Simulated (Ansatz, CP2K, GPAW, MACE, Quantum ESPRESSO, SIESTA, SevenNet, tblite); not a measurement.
# Running H-capped AlP nanocrystal (rod) (34 atoms) with CP2K, part 2 of 2

How do the settings of CP2K change the result for H-capped AlP nanocrystal (rod) (34 atoms)? A plane-wave run serves as the yardstick.

Program: CP2K 2026.2; the method stands at each step. Banners, paths, timers and routine set-up lines are dropped from the logs unmarked, and long logs keep their key lines alone; longer cuts are marked.

So far. Step 2 (GFN1-xTB, diagonalisation): Forces lie 43 % from the reference's, at 0.0015 times its CPU time (on 1 against 4 cores); the SCF took 78 steps, which the time reflects. Step 3 (PBE, DZVP-UZH, 157/50 Ry, diagonalisation): Against the first run (43 %), the force difference from the reference is 45 %, at 43 times the CPU time (37 SCF steps against 78).

## (4) PBE, DZVP-UZH, 315/50 Ry, diagonalisation

Method: Kohn-Sham DFT, PBE, GTH-PBE pseudopotentials, Gaussian and plane waves, DZVP-MOLOPT (UZH set), diagonalisation.

Input file input.inp:

```
&GLOBAL
  PROJECT cell
  RUN_TYPE ENERGY_FORCE
  PRINT_LEVEL LOW
&END GLOBAL
&FORCE_EVAL
  METHOD QS
  &DFT
    BASIS_SET_FILE_NAME BASIS_MOLOPT_UZH
    POTENTIAL_FILE_NAME POTENTIAL_UZH
    &MGRID
      CUTOFF 315
      REL_CUTOFF 50
    &END MGRID
    &QS
      EPS_DEFAULT 1.0E-12
    &END QS
    &SCF
      SCF_GUESS ATOMIC
      EPS_SCF 1.0E-06
      MAX_SCF 200
      ADDED_MOS 20
      &DIAGONALIZATION
        ALGORITHM STANDARD
      &END DIAGONALIZATION
      &SMEAR ON
        METHOD FERMI_DIRAC
        ELECTRONIC_TEMPERATURE [K] 580
      &END SMEAR
      &MIXING
        METHOD BROYDEN_MIXING
        ALPHA 0.15
        NBROYDEN 8
      &END MIXING
      &PRINT
        &RESTART OFF
        &END RESTART
      &END PRINT
    &END SCF
    &XC
      &XC_FUNCTIONAL PBE
      &END XC_FUNCTIONAL
    &END XC
    &PRINT
      &MULLIKEN ON
      &END MULLIKEN
      &LOWDIN ON
      &END LOWDIN
      &MO ON
        EIGENVALUES T
        OCCUPATION_NUMBERS T
        MO_INDEX_RANGE 24 47
        &EACH
          QS_SCF 0
        &END EACH
        ADD_LAST NUMERIC
      &END MO
    &END PRINT
  &END DFT
  &SUBSYS
    &CELL
      A 15.82930 0.00000 0.00000
      B 0.00000 15.82930 0.00000
      C 0.00000 0.00000 21.29230
    &END CELL
    &TOPOLOGY
      COORD_FILE_NAME structure.xyz
      COORD_FILE_FORMAT XYZ
    &END TOPOLOGY
    &KIND P
      BASIS_SET DZVP-MOLOPT-PBE-GTH-q5
      POTENTIAL GTH-PBE-q5
    &END KIND
    &KIND Al
      BASIS_SET DZVP-MOLOPT-PBE-GTH-q3
      POTENTIAL GTH-PBE-q3
    &END KIND
    &KIND H
      BASIS_SET DZVP-MOLOPT-PBE-GTH-q1
      POTENTIAL GTH-PBE-q1
    &END KIND
  &END SUBSYS
  &PRINT
    &FORCES ON
    &END FORCES
  &END PRINT
&END FORCE_EVAL
```

Input file structure.xyz:

```xyz
34

[... 34 atom lines left out: the same atoms as in the first run ...]
```

Run with:

```console
$ OMP_NUM_THREADS=1 cp2k.psmp -i input.inp > output.txt
```

Numbers of over 12 decimals in the logs are rounded to 6 here.

What it wrote:

```text
CP2K| version string:                                       CP2K version 2026.2
 CP2K| Input file name                                                 input.inp
 GLOBAL| Basis set file name                                    BASIS_MOLOPT_UZH
 GLOBAL| Potential file name                                       POTENTIAL_UZH
 GLOBAL| Run type                                                   ENERGY_FORCE
 GLOBAL| Total number of message passing processes                             1
 GLOBAL| Number of threads for this process                                    1
[... lines left out ...]
                        Smear method:                                FERMI_DIRAC
[... lines left out ...]
 Number of electrons:                                                         70
[... lines left out ...]
  Step     Update method      Time    Convergence         Total energy    Change
[... lines left out ...]
  *** SCF run converged in    37 steps ***
[... lines left out ...]
  Fermi energy:                                                -0.143633
  Total energy:                                               -64.740609
  Total energy (extrapolated to T->0):                        -64.740609
[... lines left out ...]
 MO| E(Fermi):           -0.143633 a.u.         -3.908448 eV
[... lines left out ...]
       2     P        1          5.129459                             -0.129459
       3     P        1          5.104874                             -0.104874
[...]
# Total charge                             70.000000                  0.000000
 !-----------------------------------------------------------------------------!
 LOWDIN POPULATION ANALYSIS
 #  Atom  Element  Kind  Atomic population                           Net charge
[...]
33     H        3          1.321112                             -0.321112
      34     H        3          1.296446                             -0.296446
 # Total charge                             70.000000                  0.000000
 ENERGY| Total FORCE_EVAL ( QS ) energy [hartree]            -64.740610
 FORCES| Atomic forces [hartree/bohr]
 FORCES|   Atom     x               y               z               |f|
 FORCES|      1 -1.52841743E-03 -9.25325378E-03 -8.00665589E-03   1.23314761E-02
 FORCES|      2  2.71058443E-02 -4.00779508E-02 -5.06544037E-02   7.00488226E-02
 FORCES|      3  8.06245148E-04  4.48822253E-03 -2.64087686E-02   2.67995752E-02
[...]
FORCES|     33 -1.20451863E-02 -1.34615380E-02  7.69712955E-03   1.96353080E-02
 FORCES|     34  9.61784177E-03  7.39345178E-03 -7.88573971E-05   1.21314561E-02
 FORCES| Sum     1.06336299E-06  4.17640303E-06  4.15608004E-06
 FORCES| Total atomic force                                       5.98715996E-06
```

It took 3.9 min on 1 thread of Arm Neoverse V2, shared host; peak memory 4.9 GiB.

Numbers from this run, and their distance from the reference:

```
r.m.s. force component                           : 0.8619 eV/Å
r.m.s. difference of force components            : 46.77 meV/Å
longest difference of force vectors              : 132.4 meV/Å
force difference over r.m.s. force               : 5.479 %
slope of forces against the reference's          : 1.008
correlation of force components                  : 0.9986
gap (highest filled to lowest empty level) : 3.242 eV
gap difference                                   : 0.1634 eV
```

Against the first run (43 %), the force difference from the reference is 5.5 %, at 130 times the CPU time (37 SCF steps against 78).

## (5) All runs compared

Differences are against the plane-wave reference, forces as r.m.s. over components; share is that over the reference's r.m.s. force, slope the least-squares factor from reference forces to these. Total energies of different programs have different zeros and aren't compared.

```
                                                    run  Δ force, r.m.s. (meV/Å)  share (%)  slope  Δ gap (eV)  cores  CPU time  memory (GiB)
                                              reference                        -          -      -           -      4    20 min           7.7
                         CP2K GFN1-xTB, diagonalisation                      367       43.0  0.784           -      1     1.8 s          0.24
CP2K PBE, DZVP-UZH, 157/50 Ry, diagonalisation (coarse)                      381       44.6  0.976       0.163      1      76 s           1.6
CP2K PBE, DZVP-UZH, 315/50 Ry, diagonalisation (coarse)                     46.8       5.48  1.008       0.163      1   3.8 min           4.9
```

Rows marked coarse were listed beforehand as settings not expected to be converged; some can still land near the reference.

CPU time is summed over cores on a shared host, where runs went side by side, so it is rough. Symmetry, cutoffs, thresholds, outputs and thread counts weren't matched or tuned between programs; memory under MPI is the largest rank's times the ranks.

Further runs of this program without a result: CP2K PBE, DZVP-UZH, 450/50 Ry, diagonalisation (ended with an error or stopped unconverged); CP2K PBE, TZVP-UZH, 450/50 Ry, diagonalisation (ended with an error or stopped unconverged); CP2K PBE, SZV-MOLOPT-SR, 450/50 Ry, diagonalisation (ended with an error or stopped unconverged); CP2K PBE, DZVP-MOLOPT (SR for Al), 450/50 Ry, diagonalisation (ended with an error or stopped unconverged); CP2K PBE, DZVP-UZH, 450/70 Ry, diagonalisation (ended with an error or stopped unconverged); CP2K PBE+D4, DZVP-UZH, 450/50 Ry, diagonalisation (ended with an error or stopped unconverged); CP2K revPBE, PBE potentials, DZVP-UZH, 450/50 Ry, diagonalisation (cut off at its time limit); CP2K PBEsol, PBE potentials, DZVP-UZH, 450/50 Ry, diagonalisation (ended with an error or stopped unconverged).

## (6) Outcome

```json
{
  "nearest in forces": "CP2K PBE, DZVP-UZH, 315/50 Ry, diagonalisation (coarse), 5.5 %",
  "its CPU time": "3.8 min"
}
```

What this shows: Tight binding differs by 43 % (CP2K GFN1-xTB, diagonalisation); it is another model, with fitted parameters of its own, and the xTB methods hold dispersion. CP2K GFN1-xTB, diagonalisation needed 78 SCF steps, so its time overstates the method's usual cost. Runs with settings chosen to be coarse differ by 5.5 % (CP2K PBE, DZVP-UZH, 315/50 Ry, diagonalisation) to 45 % (CP2K PBE, DZVP-UZH, 157/50 Ry, diagonalisation), their programs' other errors included. Of the electronic-structure runs that take under half the reference's CPU time, CP2K PBE, DZVP-UZH, 315/50 Ry, diagonalisation comes nearest, at 5.5 % in 3.8 min against 20 min. At the same functional, the gap of these runs lies 0.16 eV above the reference's 3.08 eV. Periodic xTB results under one method name differ between programs and library versions. Caps of real hydrogen don't mimic the fractional bonds of a polar compound, so surface states and strained caps may belong to the model.

[Also dropped from logs without a mark: logging warnings of Python, and SIESTA's first energy breakdown and zero terms.]

[Logs are printed without paths, hosts, clocks, repeated set-up lines and the standing remarks that a program may print on its own settings, such as how far it seeks lower states.]

[Hosts, paths, dates, database ids (printed as entryN), source tags and the programs' standing remarks are cut or masked in the printed files.]
